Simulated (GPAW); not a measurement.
# Near-edge structure at the O K edge of HfO2 (Fm-3m), part 2 of 4

How does the O K edge of HfO2 (Fm-3m) move when the bonds are compressed or stretched?

GPAW 26.7.0; X-ray absorption from dipole matrix elements to empty bands, plane-wave PAW RPBE.

So far. Step 2 (Ground state of the crystal): The mesh shows a gap of 3.84 eV, so the hole is first treated in a charged cell, without the excited electron.

### 4. Spectrum with FCH, O atom 2

The holes are 6.3 Å apart. In GPAW the data set carries the hole's charge, so charge=0 means a charged cell and charge=-1 a neutral one. The excited electron is left out and a uniform background balances the charge. After the field has converged, empty bands are computed with the density fixed and the dipole matrix elements are summed.

The absorber has 4 Hf at 2.21 Å (tetrahedral, site symmetry -43m).

File xas.py:

```python
import numpy as np
from ase import Atoms
from ase.parallel import parprint, paropen
from gpaw import GPAW, PW, FermiDirac, Mixer, MixerDif, setup_paths
from gpaw.test import gen
setup_paths.insert(0, '.')
gen('O', name='fch1s', xcname='RPBE', corehole=(1, 0, 1), write_xml=True)
from gpaw.mpi import world
world.barrier()

atoms = Atoms('Hf6O12',
    cell=[[2.5575, 5.115, -2.5575],
     [5.115, -2.5575, 2.5575],
     [2.5575, -5.115, -2.5575]],
    scaled_positions=[[0, 0, 0],
     [0.5, 0, 0.5],
     [0, 0.33333333, 0.33333333],
     [0.5, 0.66666667, 0.16666667],
     [0.5, 0.33333333, 0.83333333],
     [0, 0.66666667, 0.66666667],
     [0.375, 0, 0.125],
     [0.875, 0, 0.625],
     [0.375, 0.33333333, 0.45833333],
     [0.875, 0.66666667, 0.29166667],
     [0.875, 0.33333333, 0.95833333],
     [0.375, 0.66666667, 0.79166667],
     [0.125, 0.33333333, 0.70833333],
     [0.625, 0.33333333, 0.20833333],
     [0.125, 0.66666667, 0.04166667],
     [0.625, 0, 0.875],
     [0.625, 0.66666667, 0.54166667],
     [0.125, 0, 0.375]],
    pbc=True)
atoms.calc = calc = GPAW(legacy_gpaw=True, mode=PW(500, force_complex_dtype=True), xc='RPBE', setups={6: 'fch1s'},
    kpts={'size': (3, 4, 4), 'gamma': True}, occupations=FermiDirac(0.02),
    charge=0, mixer=Mixer(0.1, 5, 50), maxiter=150,
    convergence={'density': 0.0001, 'eigenstates': 1e-6}, txt='scf.txt')
energy = atoms.get_potential_energy() + calc.get_reference_energy()
ef = calc.get_fermi_level()
out = dict(energy=energy, fermi=ef, forces=atoms.get_forces().tolist())
parprint(f'all-electron energy {energy:.4f} eV, Fermi level {ef:.4f} eV')
ev = np.array([[calc.get_eigenvalues(k, s) for k in range(len(calc.get_ibz_k_points()))] for s in range(calc.get_number_of_spins())])
out['homo'], out['lumo'], out['counts'] = ev[ev < ef].max(), ev[ev > ef].min(), sorted(set((ev < ef).sum((0, 2)).tolist()))
out['filled'] = (ev[:, 0] < ef).sum(1).tolist()

from ase.units import Ha
from gpaw.xas import dipole_matrix_elements
nb = int(calc.get_number_of_electrons() / 2) + 152
top, nb = nb, nb + 8 + nb // 12
nscf = calc.fixed_density(kpts={'size': (4, 5, 5), 'gamma': True}, nbands=nb,
    convergence={'bands': top, 'eigenstates': 5e-3}, maxiter=60, txt='nscf.txt')
cell = atoms.cell.array
ops = [cell.T @ U.T @ np.linalg.inv(cell.T) for U in nscf.wfs.kd.symmetry.op_scc]
filled = [72]  # bands filled in the ground state, by spin
E = np.arange(-6, 34, 0.1)
fwhm = np.interp(E, [4, 25], [0.9, 3.5])
Y, X, zero, highest = 0, 0, 1e9, 1e9
for spin in range(nscf.get_number_of_spins()):
    wfs = nscf.wfs
    mine = wfs.bd.get_slice()  # this rank's bands
    A = dipole_matrix_elements(wfs.setups[6])
    eps = np.zeros((wfs.kd.nibzkpts, nb))
    d = np.zeros((3, A.shape[1], wfs.kd.nibzkpts, nb), complex)
    for kpt in wfs.kpt_u:
        if kpt.s == spin and 6 in kpt.P_ani:
            eps[kpt.k, mine] = kpt.eps_n * Ha
            d[:, :, kpt.k, mine] = (kpt.weight * wfs.nspins / 2) ** 0.5 * np.inner(A, kpt.P_ani[6])
    world.sum(eps)
    world.sum(d)
    T = np.einsum('amkn,bmkn->abkn', d, d.conj()).real
    T = sum(np.einsum('ai,ijkn,bj->abkn', R, T, R) for R in ops) / len(ops)
    empty = np.ones_like(eps, bool) & (np.arange(nb) >= filled[spin])
    zero, highest = min(zero, eps[empty].min()), min(highest, eps[:, top - 1].min())
    lines = [(eps, T, empty)] if spin == 0 else lines + [(eps, T, empty)]
for eps, T, empty in lines:
    f = np.einsum('aakn->akn', T).reshape(3, -1)
    x = eps.ravel() - zero
    w = np.interp(x, E, fwhm) / 2.35482
    g = np.exp(-0.5 * ((E[:, None] - x) / w) ** 2) / (w * (2 * np.pi) ** 0.5)
    Y = Y + (f * empty.ravel()) @ g.T
    X = X + (f * ~empty.ravel()) @ g.T
out.update(E=E.round(2).tolist(), xas=Y.tolist(), xes=X.tolist(), zero=zero, valid=highest - zero, nk=len(eps), nb=nb)
for i in range(0, len(E), 10):
    parprint(f'{E[i]:7.2f}', *(f'{v:10.3e}' for v in Y[:, i]))
import json
with paropen('out.json', 'w') as f:
    json.dump(out, f)
```

Started as:

```bash
$ OMP_NUM_THREADS=1 mpirun -n 4 gpaw python xas.py
```

Numbers of over 12 decimals in the logs are rounded to 6 here.

Output:

```text
Input parameters:
  convergence: {density: 0.0001,
                eigenstates: 1e-06}
  kpts: {gamma: True,
         size: (3, 4, 4)}
  maxiter: 150
  mixer: {backend: pulay,
          beta: 0.1,
          method: separate,
          nmaxold: 5,
          weight: 50}
  mode: {ecut: 500.0,
         force_complex_dtype: True,
         name: pw}
  occupations: {fixmagmom: False,
                name: fermi-dirac,
                width: 0.02}
  setups: {6: fch1s}
  xc: RPBE

Initialize ...

[... PAW data sets ...]

Reference energy: -2483354.023977  # eV

Spin-paired calculation

[... convergence settings ...]
Symmetries present (total): 2
  [... symmetry matrices ...]

48 k-points: 3 x 4 x 4 Monkhorst-Pack grid + [0.000000,1/8,1/8]
17 k-points in the irreducible part of the Brillouin zone
       k-points in crystal coordinates                weights
   0:     0.00000000    0.00000000    0.00000000          1/48
   1:     0.00000000    0.25000000    0.00000000          2/48
   2:     0.00000000    0.25000000    0.25000000          4/48
   3:     0.00000000    0.25000000    0.50000000          2/48
   4:     0.00000000    0.50000000    0.00000000          1/48
   5:     0.00000000    0.50000000    0.25000000          4/48
   6:     0.00000000    0.50000000    0.50000000          2/48
   7:     0.33333333   -0.25000000    0.50000000          2/48
   8:     0.33333333    0.00000000   -0.25000000          4/48
   9:     0.33333333    0.00000000    0.00000000          2/48
          ...
  16:     0.33333333    0.50000000    0.50000000          4/48

Wave functions: Plane wave expansion
  Cutoff energy: 500.000 eV
  Number of coefficients (min, max): 5085, 5127
  Pulay-stress correction: 0.000000 eV/Ang^3 (de/decut=0.000000)
  Using FFTW library
  Wavefunction extrapolation:
    Improved wavefunction reuse through dual PAW basis

Occupation numbers: Fermi-Dirac:
  width: 0.0200  # eV

Eigensolver
   Davidson(niter=2)

Densities:
  Coarse grid: 35*35*35 grid
  Fine grid: 70*70*70 grid
  Total Charge: 1.000000

Density mixing:
  Method: separate
  Backend: pulay
  Linear mixing parameter: 0.1
  old densities: 5
  Width of damping distribution: 1.1
  Damping of long wavelength oscillations: 50

[... Hamiltonian set-up ...]
Number of atoms: 18
Number of atomic orbitals: 126
Number of bands in calculation: 91
Number of valence electrons: 144
Bands to converge: occupied

... initialized

Initializing position-dependent things.

Density initialized from atomic densities
Creating initial wave functions:
  91 bands from LCAO basis set

                   O
          Hf           Hf
              OHf   O      O
             O     O     O
                 Hf Hf
                 O  OHf O
                   O     O

Atomic positions and initial magnetic moments

Positions:
   0 Hf     0.000000    0.000000    0.000000    ( 0.0000,  0.0000,  0.0000)
   1 Hf     2.557500    0.000000   -2.557500    ( 0.0000,  0.0000,  0.0000)
   2 Hf     2.557500   -2.557500    0.000000    ( 0.0000,  0.0000,  0.0000)
   3 Hf     5.115000   -0.000000    0.000000    ( 0.0000,  0.0000,  0.0000)
   4 Hf     5.115000   -2.557500   -2.557500    ( 0.0000,  0.0000,  0.0000)
   5 Hf     5.115000   -5.115000   -0.000000    ( 0.0000,  0.0000,  0.0000)
   6 O      1.278750    1.278750   -1.278750    ( 0.0000,  0.0000,  0.0000)
[...]
15 O      3.836250   -1.278750   -3.836250    ( 0.0000,  0.0000,  0.0000)
  16 O      6.393750   -1.278750   -1.278750    ( 0.0000,  0.0000,  0.0000)
  17 O      1.278750   -1.278750   -1.278750    ( 0.0000,  0.0000,  0.0000)

Unit cell:
           periodic     x           y           z      points  spacing
  1. axis:    yes    2.557500    5.115000   -2.557500    35     0.1688
  2. axis:    yes    5.115000   -2.557500    2.557500    35     0.1550
  3. axis:    yes    2.557500   -5.115000   -2.557500    35     0.1482

  Lengths:   6.264570   6.264570   6.264570
  Angles:   60.000000 109.471221  99.594068

Effective grid spacing dv^(1/3) = 0.1673

iter:   1  -210.910692
iter:   2  -197.392398   -0.61  -0.88
iter:   3  -181.773785   +0.32  -0.97
iter:   4  -182.491005   -0.86  -1.34
iter:   5  -182.755148   -1.03  -1.43
iter:   6  -182.848856   -0.95  -1.86
iter:   7  -182.462796   -1.53  -2.05
iter:   8  -182.530516   -2.23  -2.16
iter:   9  -182.466425c  -2.28  -2.23
iter:  10  -182.454645   -2.46  -2.59
iter:  11  -182.451740c  -3.39  -2.84
iter:  12  -182.450956c  -4.47  -3.00
iter:  13  -182.451077c  -4.25  -3.24
iter:  14  -182.450986c  -5.27  -3.38
iter:  15  -182.451040c  -5.95  -3.43
iter:  16  -182.451210c  -5.29  -3.49
iter:  17  -182.451168c  -5.80  -3.74
iter:  18  -182.451180c  -6.11c -3.94
iter:  19  -182.451176c  -5.88  -4.29c
iter:  20  -182.451176c  -6.95c -4.63c

Converged after 20 iterations.

Dipole moment: (-0.142213, 0.127105, 0.142213) |e|*Ang

Energy contributions relative to reference atoms: (reference = -2483354.023977)

Kinetic:        +71.653937
Potential:     -117.210300
External:        +0.000000
XC:            -136.392463
Entropy (-ST):   -0.000000
Local:           -0.502350
SIC:             +0.000000
--------------------------
Free energy:   -182.451176
Extrapolated:  -182.451176

Showing only first 2 kpts
 Kpt  Band  Eigenvalues  Occupancy
  0    70      7.81200    2.00000
  0    71      7.83285    2.00000
  0    72     12.17520    0.00000
  0    73     12.17662    0.00000

  1    70      8.06665    2.00000
  1    71      8.21054    2.00000
  1    72     12.33201    0.00000
[...]
Fermi level: 9.18662

Gap: 3.792 eV
Transition (v -> c):
  (s=0, k=4, n=71, [0.00, 0.50, 0.00]) -> (s=0, k=4, n=72, [0.00, 0.50, 0.00])
No difference between direct/indirect transitions

Forces in eV/Ang:
  0 Hf   -1.67799   -1.65279    1.67799
  1 Hf    1.68759   -1.75380   -1.68759
  2 Hf    0.05017    0.01825   -0.01603
  3 Hf   -1.87417    1.68061   -1.79359
  4 Hf    1.79359    1.68061    1.87417
  5 Hf    0.01603    0.01825   -0.05017
  6 O     0.02476    0.04036   -0.02476
[...]
15 O    -0.00938   -0.60354    0.00938
 16 O    -0.26062   -0.25966    0.87272
 17 O     0.00981    1.11984   -0.00981
Scalar-relativistic atomic RPBE calculation for O (Oxygen, Z=8)
Core hole in 1s state (1s occupation: 1.0)
300 radial gridpoints.
|------------------------------------------------|
|------------------------------------------------|
[... the atom generator's iteration count ...]

Energy contributions:
-------------------------
Kinetic:      +54.543610
XC:            -6.285798
Potential:   -102.930262
-------------------------
Total:        -54.672450

state      eigenvalue         ekin         rmax
-----------------------------------------------
1s^1.0 :   -21.912445    31.075270        0.126
2s^2.0 :    -1.612178     4.122582        0.796
2p^4.0 :    -1.060635     3.805794        0.687
-----------------------------------------------
(units: Bohr and Hartree)

Generating PAW setup
Kinetic energy of the core from tauc = 31.100918
Cutoffs:
rc(s)=1.300
rc(p)=1.130
rc(d)=1.170
rc(vbar)=1.300
rc(comp)=1.260
rc(nct)=1.300

Kinetic energy of the core states: 31.075270
Charge: 1.0
Core electrons: 1.0
Valence electrons: 6.0
Pseudo-core charge: 0.000186
Shape function alpha=6.299
Pseudo-electron charge 5.293378
state    eigenvalue         norm
--------------------------------
2s(2) :    -1.612178     1.066371
*s    :    -0.612178
2p(4) :    -1.060635     0.790113
*p    :    -0.060635
*d    :     0.000000
--------------------------------

Diagonalizing with gridspacing h=0.050

state   all-electron     PAW
-------------------------------
2s:      -1.612178    -1.613629
2p:      -1.060635    -1.066899
*d:                   -0.062946
*f:                   -0.013567
-------------------------------
all-electron energy -2483536.4752 eV, Fermi level 9.1866 eV
[...]
31.00  3.365e-05  3.389e-05  3.365e-05
  32.00  4.166e-05  4.167e-05  4.166e-05
  33.00  5.239e-05  5.208e-05  5.239e-05
```

Wall time 4.1 min (4 MPI ranks of Intel Xeon Platinum 8375C at 2.90GHz (Ice Lake), shared host); peak memory 0.71 GiB; 17 min of CPU time.

The O K spectrum, O atom 2, full core hole (charged cell) (energy from the lowest empty level; intensity scaled to a mean of 1 over the first 20 eV):

| E (eV) | intensity |
| --- | --- |
| -2.0 | 0.00 |
| -1.5 | 0.00 |
| -1.0 | 0.00 |
| -0.5 | 0.12 |
| 0.0 | 0.89 |
| 0.5 | 1.58 |
| 1.0 | 0.80 |
| 1.5 | 0.24 |
| 2.0 | 0.19 |
| 2.5 | 0.86 |
| 3.0 | 2.20 |
| 3.5 | 3.06 |
| 4.0 | 2.79 |
| 4.5 | 1.96 |
| 5.0 | 1.33 |
| 5.5 | 0.95 |
| 6.0 | 0.82 |
| 6.5 | 0.74 |
| 7.0 | 0.68 |
| 7.5 | 0.72 |
| 8.0 | 0.92 |
| 8.5 | 1.15 |
| 9.0 | 1.18 |
| 9.5 | 0.97 |
| 10.0 | 0.69 |
| 10.5 | 0.52 |
| 11.0 | 0.56 |
| 11.5 | 0.75 |
| 12.0 | 0.97 |
| 12.5 | 1.09 |
| 13.0 | 1.09 |
| 13.5 | 1.02 |
| 14.0 | 0.91 |
| 14.5 | 0.82 |
| 15.0 | 0.77 |
| 15.5 | 0.76 |
| 16.0 | 0.78 |
| 16.5 | 0.81 |
| 17.0 | 0.82 |
| 17.5 | 0.80 |
| 18.0 | 0.75 |
| 18.5 | 0.69 |
| 19.0 | 0.66 |
| 19.5 | 0.67 |
| 20.0 | 0.71 |
| 20.5 | 0.78 |
| 21.0 | 0.86 |
| 21.5 | 0.94 |
| 22.0 | 0.99 |
| 22.5 | 1.01 |
| 23.0 | 0.97 |
| 23.5 | 0.88 |
| 24.0 | 0.76 |
| 24.5 | 0.64 |
| 25.0 | 0.53 |
| 25.5 | 0.44 |
| 26.0 | 0.38 |
| 26.5 | 0.35 |
| 27.0 | 0.34 |
| 27.5 | 0.35 |
| 28.0 | 0.37 |
| 28.5 | 0.39 |
| 29.0 | 0.42 |
| 29.5 | 0.45 |
| 30.0 | 0.47 |
| 30.5 | 0.50 |
| 31.0 | 0.54 |
| 31.5 | 0.59 |
| 32.0 | 0.66 |

Main maxima below 24 eV (height): 0.5 eV (1.58), 3.6 eV (3.11), 8.8 eV (1.20), 12.8 eV (1.11), 16.9 eV (0.82) and 22.4 eV (1.01). A K edge sees empty p states; the first features are O p mixed into the empty d states of the Hf neighbours, and the broad ones above probably into the cations' higher empty bands.

The hole costs E(hole) − E(ground) = 528.54 eV, and the lowest empty level of the hole cell on the spectrum's mesh lies at 12.16 eV, which puts the zero at 540.70 eV. One term is added: -8.91 eV, since the hole is spin-paired here and a spin-polarised one costs that much less in the free atom (computed apart). The photon energy is then 531.79 eV. The functional and the charged cell's background leave an error of a few eV in such absolute values.

### 5. Supercell without a hole, the energy reference

The cell changes for the next run, so it gets a reference energy of its own.

The cell differs from the one that the last finished run ended in (a 6.265 → 6.137 Å, b 6.265 → 6.137 Å, c 6.265 → 6.137 Å).

File scf.py:

```python
import numpy as np
from ase import Atoms
from ase.parallel import parprint, paropen
from gpaw import GPAW, PW, FermiDirac, Mixer, MixerDif, setup_paths
from gpaw.test import gen
setup_paths.insert(0, '.')
gen('O', name='nch1s', xcname='RPBE', corehole=(1, 0, 0), write_xml=True)
from gpaw.mpi import world
world.barrier()

atoms = Atoms('Hf6O12',
    cell=[[2.50529147, 5.01058295, -2.50529147],
     [5.01058295, -2.50529147, 2.50529147],
     [2.50529147, -5.01058295, -2.50529147]],
    scaled_positions=[[0, 0, 0],
     [0.5, 0, 0.5],
     [0, 0.33333333, 0.33333333],
     [0.5, 0.66666667, 0.16666667],
     [0.5, 0.33333333, 0.83333333],
     [0, 0.66666667, 0.66666667],
     [0.375, 0, 0.125],
     [0.875, 0, 0.625],
     [0.375, 0.33333333, 0.45833333],
     [0.875, 0.66666667, 0.29166667],
     [0.875, 0.33333333, 0.95833333],
     [0.375, 0.66666667, 0.79166667],
     [0.125, 0.33333333, 0.70833333],
     [0.625, 0.33333333, 0.20833333],
     [0.125, 0.66666667, 0.04166667],
     [0.625, 0, 0.875],
     [0.625, 0.66666667, 0.54166667],
     [0.125, 0, 0.375]],
    pbc=True)
atoms.calc = calc = GPAW(legacy_gpaw=True, mode=PW(500, force_complex_dtype=True), xc='RPBE', setups={6: 'nch1s'},
    kpts={'size': (3, 4, 4), 'gamma': True}, occupations=FermiDirac(0.02),
    charge=0, mixer=Mixer(0.1, 5, 50), maxiter=150,
    convergence={'density': 0.0001, 'eigenstates': 1e-6}, txt='scf.txt')
energy = atoms.get_potential_energy() + calc.get_reference_energy()
ef = calc.get_fermi_level()
out = dict(energy=energy, fermi=ef, forces=atoms.get_forces().tolist())
parprint(f'all-electron energy {energy:.4f} eV, Fermi level {ef:.4f} eV')
ev = np.array([[calc.get_eigenvalues(k, s) for k in range(len(calc.get_ibz_k_points()))] for s in range(calc.get_number_of_spins())])
out['homo'], out['lumo'], out['counts'] = ev[ev < ef].max(), ev[ev > ef].min(), sorted(set((ev < ef).sum((0, 2)).tolist()))
out['filled'] = (ev[:, 0] < ef).sum(1).tolist()
import json
with paropen('out.json', 'w') as f:
    json.dump(out, f)
```

Started as:

```bash
$ OMP_NUM_THREADS=1 mpirun -n 4 gpaw python scf.py
```

Output:

```text
Input parameters:
  convergence: {density: 0.0001,
                eigenstates: 1e-06}
  kpts: {gamma: True,
         size: (3, 4, 4)}
  maxiter: 150
  mixer: {backend: pulay,
          beta: 0.1,
          method: separate,
          nmaxold: 5,
          weight: 50}
  mode: {ecut: 500.0,
         force_complex_dtype: True,
         name: pw}
  occupations: {fixmagmom: False,
                name: fermi-dirac,
[...]
2s(2) :    -0.883499     1.082694
*s    :     0.116501
2p(4) :    -0.330146     0.880085
*p    :     0.669854
*d    :     0.000000
--------------------------------

Diagonalizing with gridspacing h=0.050

state   all-electron     PAW
-------------------------------
2s:      -0.883499    -0.884611
2p:      -0.330146    -0.333898
*d:                    0.049600
*f:                    0.077138
-------------------------------
all-electron energy -2484064.1944 eV, Fermi level 10.0622 eV
[key lines of the parts left out:]
Converged after 22 iterations.
Dipole moment: (-0.000003, 0.000005, 0.000003) |e|*Ang
Free energy:   -154.904282
Fermi level: 10.06225
```

The job ended after 83 s (4 MPI ranks; peak memory 0.39 GiB; 5.5 min of CPU time).

Reference energy: -2484064.194 eV with the cores included.

### 6. Spectrum with FCH, O atom 2

Shorter bonds are expected to push antibonding states and scattering resonances up, and longer ones down; the cell is scaled to test that.

Changed against the first core-hole run: volume scale from 1 to 0.94.

Edit xas.py of step 4 so:

```diff
@@ -11,5 +11,5 @@
 atoms = Atoms('Hf6O12',
-    cell=[[2.5575, 5.115, -2.5575],
-     [5.115, -2.5575, 2.5575],
-     [2.5575, -5.115, -2.5575]],
+    cell=[[2.50529147, 5.01058295, -2.50529147],
+     [5.01058295, -2.50529147, 2.50529147],
+     [2.50529147, -5.01058295, -2.50529147]],
     scaled_positions=[[0, 0, 0],
@@ -47,3 +47,3 @@
 from gpaw.xas import dipole_matrix_elements
-nb = int(calc.get_number_of_electrons() / 2) + 152
+nb = int(calc.get_number_of_electrons() / 2) + 145
 top, nb = nb, nb + 8 + nb // 12
```

Started as:

```bash
$ OMP_NUM_THREADS=1 mpirun -n 4 gpaw python xas.py
```

Output:

```text
Input parameters:
  convergence: {density: 0.0001,
                eigenstates: 1e-06}
  kpts: {gamma: True,
         size: (3, 4, 4)}
  maxiter: 150
  mixer: {backend: pulay,
          beta: 0.1,
          method: separate,
          nmaxold: 5,
          weight: 50}
  mode: {ecut: 500.0,
         force_complex_dtype: True,
         name: pw}
  occupations: {fixmagmom: False,
                name: fermi-dirac,
[...]
*p    :    -0.060635
*d    :     0.000000
--------------------------------

Diagonalizing with gridspacing h=0.050

state   all-electron     PAW
-------------------------------
2s:      -1.612178    -1.613629
2p:      -1.060635    -1.066899
*d:                   -0.062946
*f:                   -0.013567
-------------------------------
all-electron energy -2483536.4199 eV, Fermi level 9.8358 eV
[...]
32.00  3.142e-05  3.172e-05  3.141e-05
  33.00  3.671e-05  3.686e-05  3.671e-05
[key lines of the parts left out:]
Converged after 19 iterations.
Dipole moment: (-0.140005, 0.127044, 0.139993) |e|*Ang
Free energy:   -182.395925
Fermi level: 9.83577
```

The job ended after 4.3 min (4 MPI ranks; peak memory 0.82 GiB).

| E (eV) | first run | this run |
| --- | --- | --- |
| -2.0 | 0.00 | 0.00 |
| -1.0 | 0.00 | 0.00 |
| 0.0 | 0.89 | 0.86 |
| 1.0 | 0.80 | 0.93 |
| 2.0 | 0.19 | 0.10 |
| 3.0 | 2.20 | 1.18 |
| 4.0 | 2.79 | 3.11 |
| 5.0 | 1.33 | 1.86 |
| 6.0 | 0.82 | 1.05 |
| 7.0 | 0.68 | 0.70 |
| 8.0 | 0.92 | 0.57 |
| 9.0 | 1.18 | 1.00 |
| 10.0 | 0.69 | 1.10 |
| 11.0 | 0.56 | 0.71 |
| 12.0 | 0.97 | 0.78 |
| 13.0 | 1.09 | 1.04 |
| 14.0 | 0.91 | 0.99 |
| 15.0 | 0.77 | 0.82 |
| 16.0 | 0.78 | 0.77 |
| 17.0 | 0.82 | 0.79 |
| 18.0 | 0.75 | 0.77 |
| 19.0 | 0.66 | 0.67 |
| 20.0 | 0.71 | 0.63 |
| 21.0 | 0.86 | 0.73 |
| 22.0 | 0.99 | 0.89 |
| 23.0 | 0.97 | 1.01 |
| 24.0 | 0.76 | 0.96 |
| 25.0 | 0.53 | 0.75 |
| 26.0 | 0.38 | 0.53 |
| 27.0 | 0.34 | 0.40 |
| 28.0 | 0.37 | 0.35 |
| 29.0 | 0.42 | 0.37 |
| 30.0 | 0.47 | 0.42 |
| 31.0 | 0.54 | 0.46 |
| 32.0 | 0.66 | 0.50 |

Against the first run the r.m.s. difference is 25 %. The highest intensity below 16 eV goes from 3.6 eV (3.11) to 4.0 eV (3.11).

The photon energy of the zero moves by +0.19 eV.

(Part 2 of 4 ends here.)

[Banner, clock and machine lines of the logs are left out without a mark of their own.]

[Logs are printed without paths, hosts, clocks, repeated set-up lines and the standing remarks that a program may print on its own settings, such as how far it seeks lower states.]

[Hosts, paths, dates, database ids (printed as entryN), source tags and the programs' standing remarks are cut or masked in the printed files.]

[Lists of maxima count a maximum above −3 eV only where it reaches 4 % of the highest in the window and stands out from its surroundings by 2 % of it (1.5 % where it reaches 55 %); shoulders and weaker maxima are passed over, and of the rest the first, up to two pre-edge ones and the few strongest are named.]
